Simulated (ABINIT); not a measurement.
**K2Pt (Fm-3m): G0W0 in ABINIT against the exchange cutoff**

Wanted: the cheapest exchange cutoff that holds the gap of K2Pt (Fm-3m).

Method: LDA and many-body steps on it, plane waves, in ABINIT 10.8.3.

## Step 1: The structure

It takes space group Fm-3m (No. 225, cubic). Conventional cell: a = 7.563 Å, b = 7.563 Å, c = 7.563 Å, α = 90.00°, β = 90.00°, γ = 90.00°. K has 4 Pt at 3.27 Å nearest. Pt has 8 K at 3.27 Å nearest. Farther neighbours are not listed.

The cell and positions are those that the Materials Project relaxed with its own functionals (PBE, PBE+U or r2SCAN), kept fixed. Spin-orbit coupling is left out unless a step names it.

## Step 2: Screening, 2×2×2 mesh, 62 bands, screening to 106.1 eV

This step: ABINIT 10.8.3; RPA screening on LDA, plane waves, norm-conserving pseudopotentials.

The RPA dielectric matrix is built and inverted for each q.

Contents of run.abi:

```
acell 3*1.0 Angstrom
rprim 
  -0.000000000000 3.781463140000 3.781463140000
  3.781463140000 -0.000000000000 3.781463140000
  3.781463140000 3.781463140000 -0.000000000000
ntypat 2
znucl 19 78
natom 3
typat 1 1 2
xred 
  0.750000000000 0.750000000000 0.750000000000
  0.250000000000 0.250000000000 0.250000000000
  0.000000000000 0.000000000000 0.000000000000
pp_dirpath "pseudos"
pseudos "K.upf, Pt.upf"
ecut 34
ngkpt 2 2 2
nshiftk 1
shiftk 0 0 0
kptopt 1
chksymbreak 0
istwfk *1
occopt 1
irdwfk 1
optdriver 3
nband 62
ecuteps 3.9
inclvkb 2
awtr 1
symchi 1
indata_prefix "in"
outdata_prefix "out"
tmpdata_prefix "tmp"
```

Run with:

```bash
$ OMP_NUM_THREADS=1 mpirun -n 4 abinit run.abi > log
```

What it wrote:

```text
.Version 10.8.3 of ABINIT. v10.8.2 released Aug 2026.

 Symmetries : space group Fm -3 m (#225); Bravais cF (face-center cubic)
[... echo of the input left out ...]
== DATASET  1 ==================================================================
-   mpi_nproc: 4, omp_nthreads: 1 (-1 if OMP is not activated)

--- !DatasetInfo
iteration_state: {dtset: 1, }
dimensions: {natom: 3, nkpt: 3, mband: 62, nsppol: 1, nspinor: 1, nspden: 1, mpw: 6934, }
cutoff_energies: {ecut:  34.0, pawecutdg:  -1.0, }
electrons: {nelect:   3.60000000E+01, charge:   0.00000000E+00, occopt:   1.00000000E+00, tsmear:   1.00000000E-02, }

 SCREENING: Calculation of the susceptibility and dielectric matrices

 Based on a program developped by R.W. Godby, V. Olevano, G. Onida, and L. Reining.
 Incorporated in ABINIT by V. Olevano, G.-M. Rignanese, and M. Torrent.
.Using double precision arithmetic ; gwpc =  8

[... cell and pseudopotentials left out ...]
--------------------------------------------------------------------------------

 ==== K-mesh for the wavefunctions ====
 Number of points in the irreducible wedge :     3
[... list of points left out ...]
 Together with 48 symmetry operations and time-reversal symmetry
 yields     8 points in the full Brillouin Zone.

 ==== Q-mesh for the screening function ====
 Number of points in the irreducible wedge :     3
[... list of points left out ...]
 Together with 48 symmetry operations and time-reversal symmetry
 yields     8 points in the full Brillouin Zone.

 setmesh: FFT mesh size selected  =    36x   36x   36
          total number of points  =        46656

 vcoul_init : cutoff-mode = AUXILIARY_FUNCTION
 q-points for optical limit:   1
     1)      0.000010    0.000020    0.000030

- screening: taking advantage of time-reversal symmetry
- Maximum band index for partially occupied states nbvw = 18
- Remaining bands to be divided among processors   nbcw = 44
- Number of bands treated by each node ~11

 Number of electrons calculated from density =   36.0000; Expected =   36.0000
 average of density, n =  0.049328
 r_s =    1.6915
 omega_plasma =   21.4242 [eV]

 calculating chi0 at frequencies [eV] :
  1    0.000000E+00    0.000000E+00
  2    0.000000E+00    2.142416E+01

--------------------------------------------------------------------------------
  q-point number  1        q = ( 0.000000, 0.000000, 0.000000) [r.l.u.]
--------------------------------------------------------------------------------
[... chi0 elements left out ...]
 For q-point:  0.000010 0.000020 0.000030
  dielectric constant =   8.9083
  dielectric constant without local fields =  13.4360

  Average fulfillment of the sum rule on Im[epsilon] for q-point    1 :     38.72  [%]
[... wings left out ...]
  q-point number  2        q = ( 0.500000, 0.000000, 0.000000) [r.l.u.]
--------------------------------------------------------------------------------
[... chi0 elements left out ...]
  Average fulfillment of the sum rule on Im[epsilon] for q-point    2 :     47.35  [%]

 [... 1 further q-points ...]
```

Wall time 7.2 s (4 MPI ranks of Arm Neoverse V1, shared host); peak memory 0.81 GiB.

This step gave:

| Item | Value |
| --- | --- |
| ε∞ with local fields, on this mesh, along the program's q direction | 8.908 |
| the same without local fields | 13.44 |
| plasma frequency | 21.42 eV |
| plane waves in the screening matrix | 283 |

Local fields lower ε∞ by 34 %. On a Γ-centred mesh this coarse the value itself is usually too large, while a short band sum pulls it down.

## Step 3: 6.8 Ha

This step: G0W0 on LDA, plane waves, norm-conserving pseudopotentials.

run.abi, as its differences from that of step 2:

```diff
@@ -24,8 +24,19 @@
 irdwfk 1
-optdriver 3
+optdriver 4
 nband 62
+gwcalctyp 0
+ecutsigx 6.8
+symsigma 1
+nkptgw 3
+kptgw 
+  0.5000000000 0.5000000000 0.0000000000
+  0.5000000000 0.0000000000 0.0000000000
+  0.0000000000 0.0000000000 0.0000000000
+bdgw 
+  16 20
+  17 21
+  16 21
 ecuteps 3.9
-inclvkb 2
-awtr 1
-symchi 1
+irdscr 1
+ppmodel 1
 indata_prefix "in"
```

What it wrote:

```text
.Version 10.8.3 of ABINIT. v10.8.2 released Aug 2026.

 Symmetries : space group Fm -3 m (#225); Bravais cF (face-center cubic)
[... echo of the input left out ...]
== DATASET  1 ==================================================================
-   mpi_nproc: 4, omp_nthreads: 1 (-1 if OMP is not activated)

--- !DatasetInfo
iteration_state: {dtset: 1, }
dimensions: {natom: 3, nkpt: 3, mband: 62, nsppol: 1, nspinor: 1, nspden: 1, mpw: 6934, }
cutoff_energies: {ecut:  34.0, pawecutdg:  -1.0, }
electrons: {nelect:   3.60000000E+01, charge:   0.00000000E+00, occopt:   1.00000000E+00, tsmear:   1.00000000E-02, }

 SIGMA: Calculation of the GW corrections

 Based on a program developped by R.W. Godby, V. Olevano, G. Onida, and L. Reining.
 Incorporated in ABINIT by V. Olevano, G.-M. Rignanese, and M. Torrent.
.Using double precision arithmetic ; gwpc =  8

[... cell and pseudopotentials left out ...]
--------------------------------------------------------------------------------

 ==== K-mesh for the wavefunctions ====
 Number of points in the irreducible wedge :     3
[... list of points left out ...]
 Together with 48 symmetry operations and time-reversal symmetry
 yields     8 points in the full Brillouin Zone.

 ==== Q-mesh for screening function ====
 Number of points in the irreducible wedge :     3
[... list of points left out ...]
 Together with 48 symmetry operations and time-reversal symmetry
 yields     8 points in the full Brillouin Zone.

 vcoul_init : cutoff-mode = AUXILIARY_FUNCTION
 q-points for optical limit:   1
     1)      0.000010    0.000020    0.000030
 setmesh: FFT mesh size selected  =    40x   40x   40
          total number of points  =        64000

 Number of electrons calculated from density =   36.0000; Expected =   36.0000
 average of density, n =  0.049328
 r_s =    1.6915
 omega_plasma =   21.4242 [eV]

 === KS Band Gaps ===
  >>>> For spin  1
   Minimum direct gap =   1.3811 [eV], located at k-point      :   0.5000  0.0000  0.0000
   Fundamental gap    =   1.3064 [eV], Top of valence bands at :   0.5000  0.5000  0.0000
                                       Bottom of conduction at :   0.5000  0.0000  0.0000
 SIGMA fundamental parameters:
 PLASMON POLE MODEL  1
 number of plane-waves for SigmaX                  609
 number of plane-waves for SigmaC and W            283
 number of plane-waves for wavefunctions          6855
 number of bands                                    62
 number of independent spin polarizations            1
 number of spinorial components                      1
 number of k-points in IBZ                           3
 number of q-points in IBZ                           3
 number of symmetry operations                      48
 number of k-points in BZ                            8
 number of q-points in BZ                            8
 number of frequencies for dSigma/dE                 9
 frequency step for dSigma/dE [eV]                0.25
 number of omega for Sigma on real axis              0
 max omega for Sigma on real axis  [eV]           0.00
 zcut for avoiding poles [eV]                     0.10

 EPSILON^-1 parameters (SCR file):
 dimension of the eps^-1 matrix on file            283
 dimension of the eps^-1 matrix used               283
 number of plane-waves for wavefunctions          6855
 number of bands                                    62
 number of q-points in IBZ                           3
 number of frequencies                               2
 number of real frequencies                          1
 number of imag frequencies                          1

 matrix elements of self-energy operator (all in [eV])

 Perturbative Calculation

--- !SelfEnergy_ee
iteration_state: {dtset: 1, }
kpoint     : [   0.500,    0.500,    0.000, ]
spin       : 1
KS_gap     :    1.502
QP_gap     :    1.481
Delta_QP_KS:   -0.021
data: !SigmaeeData |
     Band     E0 <VxcDFT>   SigX SigC(E0)      Z dSigC/dE  Sig(E)    E-E0       E
       16   2.697 -19.342 -21.969   4.309   0.745  -0.343 -18.089   1.253   3.950
       17   2.697 -19.342 -21.969   4.309   0.745  -0.343 -18.089   1.253   3.950
       18   2.758 -19.303 -21.740   4.163   0.745  -0.343 -18.018   1.285   4.043
       19   4.260  -8.061  -3.962  -2.537   0.809  -0.236  -6.797   1.264   5.524
       20   6.492  -9.041  -4.856  -2.711   0.807  -0.239  -7.851   1.190   7.682

--- !SelfEnergy_ee
iteration_state: {dtset: 1, }
kpoint     : [   0.500,    0.000,    0.000, ]
spin       : 1
KS_gap     :    1.381
QP_gap     :    1.104
Delta_QP_KS:   -0.277
data: !SigmaeeData |
     Band     E0 <VxcDFT>   SigX SigC(E0)      Z dSigC/dE  Sig(E)    E-E0       E
       17   2.683 -19.246 -21.848   4.269   0.745  -0.342 -18.004   1.241   3.925
[...]
--- !SelfEnergy_ee
iteration_state: {dtset: 1, }
kpoint     : [   0.000,    0.000,    0.000, ]
spin       : 1
KS_gap     :    3.540
QP_gap     :    4.007
Delta_QP_KS:    0.467
data: !SigmaeeData |
     Band     E0 <VxcDFT>   SigX SigC(E0)      Z dSigC/dE  Sig(E)    E-E0       E
[...]
19   6.232  -8.986  -4.296  -2.606   0.810  -0.235  -7.298   1.688   7.920
       20   6.232  -8.986  -4.296  -2.606   0.810  -0.235  -7.298   1.688   7.920
       21   6.232  -8.986  -4.296  -2.606   0.810  -0.235  -7.298   1.688   7.920

 New Fermi energy :        1.666938E-01 Ha ,    4.535970E+00 eV

 === QP Band Gaps ===
  >>>> For spin  1
   Minimum direct gap =   1.1042 [eV], located at k-point      :   0.5000  0.0000  0.0000
   Fundamental gap    =   0.9861 [eV], Top of valence bands at :   0.5000  0.5000  0.0000
                                       Bottom of conduction at :   0.5000  0.0000  0.0000

== END DATASET(S) ==============================================================
================================================================================

 -outvars: echo values of variables after computation  --------
           etotal      0.0000000000E+00
            nband          62
             nkpt           3
          spgroup         225
 [... the other variables as echoed above ...]

 Calculation completed.
```

Elapsed: 7.4 s, on 4 MPI ranks; peak memory 0.65 GiB; 29 s of CPU time.

Numbers from this step:

```yaml
g0w0_gap_on_the_points_computed: 0.9860 eV
starting_gap_on_the_mesh: 1.306 eV
k_of_the_valence_top: 0.5, 0.5, 0
k_of_the_conduction_bottom: 0.5, 0, 0
z_at_the_valence_top: 0.745
z_at_the_conduction_bottom: 0.812
least_direct_g0w0_gap_on_the_computed_points: 1.104 eV
```

## Step 4: 13.6 Ha

The self-energy is evaluated for the states that the input lists, and the levels follow from it, in one-shot runs by the linearised quasiparticle equation.

run.abi, as its differences from that of step 3:

```diff
@@ -27,3 +27,3 @@
 gwcalctyp 0
-ecutsigx 6.8
+ecutsigx 13.6
 symsigma 1
```

What it wrote:

```text
.Version 10.8.3 of ABINIT. v10.8.2 released Aug 2026.

 Symmetries : space group Fm -3 m (#225); Bravais cF (face-center cubic)
[... echo of the input left out ...]
== DATASET  1 ==================================================================
-   mpi_nproc: 4, omp_nthreads: 1 (-1 if OMP is not activated)

--- !DatasetInfo
iteration_state: {dtset: 1, }
dimensions: {natom: 3, nkpt: 3, mband: 62, nsppol: 1, nspinor: 1, nspden: 1, mpw: 6934, }
cutoff_energies: {ecut:  34.0, pawecutdg:  -1.0, }
electrons: {nelect:   3.60000000E+01, charge:   0.00000000E+00, occopt:   1.00000000E+00, tsmear:   1.00000000E-02, }

 SIGMA: Calculation of the GW corrections

 Based on a program developped by R.W. Godby, V. Olevano, G. Onida, and L. Reining.
 Incorporated in ABINIT by V. Olevano, G.-M. Rignanese, and M. Torrent.
.Using double precision arithmetic ; gwpc =  8

[... cell and pseudopotentials left out ...]
--------------------------------------------------------------------------------

 ==== K-mesh for the wavefunctions ====
 Number of points in the irreducible wedge :     3
[... list of points left out ...]
 Together with 48 symmetry operations and time-reversal symmetry
 yields     8 points in the full Brillouin Zone.

 ==== Q-mesh for screening function ====
 Number of points in the irreducible wedge :     3
[... list of points left out ...]
 Together with 48 symmetry operations and time-reversal symmetry
 yields     8 points in the full Brillouin Zone.

 vcoul_init : cutoff-mode = AUXILIARY_FUNCTION
 q-points for optical limit:   1
     1)      0.000010    0.000020    0.000030
 setmesh: FFT mesh size selected  =    45x   45x   45
          total number of points  =        91125

 Number of electrons calculated from density =   36.0000; Expected =   36.0000
[...]
Perturbative Calculation

--- !SelfEnergy_ee
iteration_state: {dtset: 1, }
kpoint     : [   0.500,    0.500,    0.000, ]
spin       : 1
KS_gap     :    1.502
QP_gap     :    2.339
Delta_QP_KS:    0.837
data: !SigmaeeData |
     Band     E0 <VxcDFT>   SigX SigC(E0)      Z dSigC/dE  Sig(E)    E-E0       E
       16   2.697 -19.342 -23.204   4.309   0.745  -0.343 -19.009   0.333   3.030
       17   2.697 -19.342 -23.204   4.309   0.745  -0.343 -19.009   0.333   3.030
       18   2.758 -19.303 -22.987   4.163   0.745  -0.343 -18.946   0.357   3.115
[...]
--- !SelfEnergy_ee
iteration_state: {dtset: 1, }
kpoint     : [   0.500,    0.000,    0.000, ]
spin       : 1
KS_gap     :    1.381
QP_gap     :    1.948
Delta_QP_KS:    0.567
data: !SigmaeeData |
     Band     E0 <VxcDFT>   SigX SigC(E0)      Z dSigC/dE  Sig(E)    E-E0       E
[...]
--- !SelfEnergy_ee
iteration_state: {dtset: 1, }
kpoint     : [   0.000,    0.000,    0.000, ]
spin       : 1
KS_gap     :    3.540
QP_gap     :    4.808
Delta_QP_KS:    1.268
data: !SigmaeeData |
     Band     E0 <VxcDFT>   SigX SigC(E0)      Z dSigC/dE  Sig(E)    E-E0       E
[...]
20   6.232  -8.986  -4.434  -2.606   0.810  -0.235  -7.410   1.576   7.809
       21   6.232  -8.986  -4.434  -2.606   0.810  -0.235  -7.410   1.576   7.809

 New Fermi energy :        1.483685E-01 Ha ,    4.037313E+00 eV

 === QP Band Gaps ===
  >>>> For spin  1
   Minimum direct gap =   1.9478 [eV], located at k-point      :   0.5000  0.0000  0.0000
   Fundamental gap    =   1.8453 [eV], Top of valence bands at :   0.5000  0.5000  0.0000
                                       Bottom of conduction at :   0.5000  0.0000  0.0000

== END DATASET(S) ==============================================================
================================================================================

 -outvars: echo values of variables after computation  --------
           etotal      0.0000000000E+00
            nband          62
             nkpt           3
          spgroup         225
 [... the other variables as echoed above ...]

 Calculation completed.
```

Elapsed: 7.6 s, on 4 MPI ranks; peak memory 0.72 GiB; 30 s of CPU time.

This step gave:

```yaml
g0w0_gap_on_the_points_computed: 1.845 eV
starting_gap_on_the_mesh: 1.306 eV
k_of_the_valence_top: 0.5, 0.5, 0
k_of_the_conduction_bottom: 0.5, 0, 0
z_at_the_valence_top: 0.745
z_at_the_conduction_bottom: 0.812
least_direct_g0w0_gap_on_the_computed_points: 1.948 eV
```

The gap on the mesh goes from 1.31 eV to 1.84 eV, a correction of +0.54 eV.

## Step 5: 23.8 Ha

run.abi, as its differences from that of step 4:

```diff
@@ -27,3 +27,3 @@
 gwcalctyp 0
-ecutsigx 13.6
+ecutsigx 23.8
 symsigma 1
```

What it wrote:

```text
.Version 10.8.3 of ABINIT. v10.8.2 released Aug 2026.

 Symmetries : space group Fm -3 m (#225); Bravais cF (face-center cubic)
[... echo of the input left out ...]
== DATASET  1 ==================================================================
-   mpi_nproc: 4, omp_nthreads: 1 (-1 if OMP is not activated)

--- !DatasetInfo
iteration_state: {dtset: 1, }
dimensions: {natom: 3, nkpt: 3, mband: 62, nsppol: 1, nspinor: 1, nspden: 1, mpw: 6934, }
cutoff_energies: {ecut:  34.0, pawecutdg:  -1.0, }
[...]
Minimum direct gap =   2.0683 [eV], located at k-point      :   0.5000  0.0000  0.0000
   Fundamental gap    =   1.9713 [eV], Top of valence bands at :   0.5000  0.5000  0.0000
                                       Bottom of conduction at :   0.5000  0.0000  0.0000

== END DATASET(S) ==============================================================
================================================================================

 -outvars: echo values of variables after computation  --------
           etotal      0.0000000000E+00
            nband          62
             nkpt           3
          spgroup         225
 [... the other variables as echoed above ...]

 Calculation completed.
```

Run time: 7.8 s. Hardware: 4 MPI ranks; peak memory 0.86 GiB.

This step gave:

| Quantity | Value |
| --- | --- |
| G0W0 gap on the points computed | 1.972 eV |
| starting gap on the mesh | 1.306 eV |
| k of the valence top | 0.5, 0.5, 0 |
| k of the conduction bottom | 0.5, 0, 0 |
| least direct G0W0 gap on the computed points | 2.069 eV |

Against the run before, the gap moves by +0.127 eV.

## Step 6: 34 Ha

run.abi, as its differences from that of step 5:

```diff
@@ -27,3 +27,3 @@
 gwcalctyp 0
-ecutsigx 23.8
+ecutsigx 34
 symsigma 1
```

What it wrote:

```text
.Version 10.8.3 of ABINIT. v10.8.2 released Aug 2026.

 Symmetries : space group Fm -3 m (#225); Bravais cF (face-center cubic)
[... echo of the input left out ...]
== DATASET  1 ==================================================================
-   mpi_nproc: 4, omp_nthreads: 1 (-1 if OMP is not activated)

--- !DatasetInfo
iteration_state: {dtset: 1, }
dimensions: {natom: 3, nkpt: 3, mband: 62, nsppol: 1, nspinor: 1, nspden: 1, mpw: 6934, }
cutoff_energies: {ecut:  34.0, pawecutdg:  -1.0, }
[...]
Minimum direct gap =   2.0755 [eV], located at k-point      :   0.5000  0.0000  0.0000
   Fundamental gap    =   1.9785 [eV], Top of valence bands at :   0.5000  0.5000  0.0000
                                       Bottom of conduction at :   0.5000  0.0000  0.0000

== END DATASET(S) ==============================================================
================================================================================

 -outvars: echo values of variables after computation  --------
           etotal      0.0000000000E+00
            nband          62
             nkpt           3
          spgroup         225
 [... the other variables as echoed above ...]

 Calculation completed.
```

The job ended after 7.9 s (4 MPI ranks; peak memory 0.87 GiB).

Numbers from this step:

```
G0W0 gap on the points computed              : 1.978 eV
starting gap on the mesh                     : 1.306 eV
k of the valence top                         : 0.5, 0.5, 0
k of the conduction bottom                   : 0.5, 0, 0
least direct G0W0 gap on the computed points : 2.075 eV
```

Against the run before, the gap moves by +0.006 eV.

## Step 7: Side by side

Times are wall times on 4 MPI ranks of Arm Neoverse V1, shared host, good to a factor of about two. A run's time includes the screening step that it read.

```tsv
run	mesh	bands	screening cutoff (eV)	DFT gap (eV)	gap on the mesh (eV)	direct (eV)	ε∞ used	time
6.8 Ha	2×2×2	62	106.1	1.306	0.986	1.104	8.91	15 s
13.6 Ha	2×2×2	62	106.1	1.306	1.845	1.948	8.91	15 s
23.8 Ha	2×2×2	62	106.1	1.306	1.972	2.069	8.91	15 s
34 Ha	2×2×2	62	106.1	1.306	1.978	2.075	8.91	15 s
```

## Step 8: Results

```json
{"6.8 Ha": "0.986 eV", "13.6 Ha": "1.845 eV", "23.8 Ha": "1.972 eV", "34 Ha": "1.978 eV", "known limits": "not at the basis limit; no spin polarisation; d states lean on the start; no spin-orbit coupling; coarse k mesh"}
```

In words: The setting moved: exchange cutoff. From 6.8 Ha to 34 Ha the gap moves by +0.99 eV. It holds to 0.03 eV from 23.8 Ha on. Bands and screening cutoff are coupled, so a series along one setting does not show full convergence. Below the screening cutoff the correlation part is cut too. Bands and cutoff are finite, so the gap is not at the basis limit. The miss can reach some tenths of an eV and take either sign; the mesh is an error of its own. The 2×2×2 mesh is coarse for this cell, which bears on the long-range parts of exchange and screening. The runs have no spin polarisation. For a closed low-spin shell that is the natural state; where a d or f shell is open it is a constraint, and the gap is then not the crystal's own. With d states at the gap, one-shot GW leans hard on its start. The many-body steps are scalar-relativistic: spin-orbit coupling is not in them.

[Paths, hosts, dates, memory and timing lines, banners, echoed tables and standing remarks are left out of the program output.]

[Logs are printed without paths, hosts, clocks, repeated set-up lines and the standing remarks that a program may print on its own settings, such as how far it seeks lower states.]

[Runs of the session that timed out or met a known fault of the program may be left out.]

[No measured gap is set beside runs whose start may be inverted or whose files or cutoffs have a known fault.]

[Hosts, paths, dates, database ids (printed as entryN), source tags and the programs' standing remarks are cut or masked in the printed files.]

[G0W0 gaps are taken among the corrected bands and points alone; a level outside them can change the order at an edge.]

[Where Ansatz stands beside ABINIT at settings called matched, ABINIT's density can come from a denser mesh and the files from another edition; pairs whose starting gaps differed by over 0.03 eV were left out, so agreement reads better than it is.]
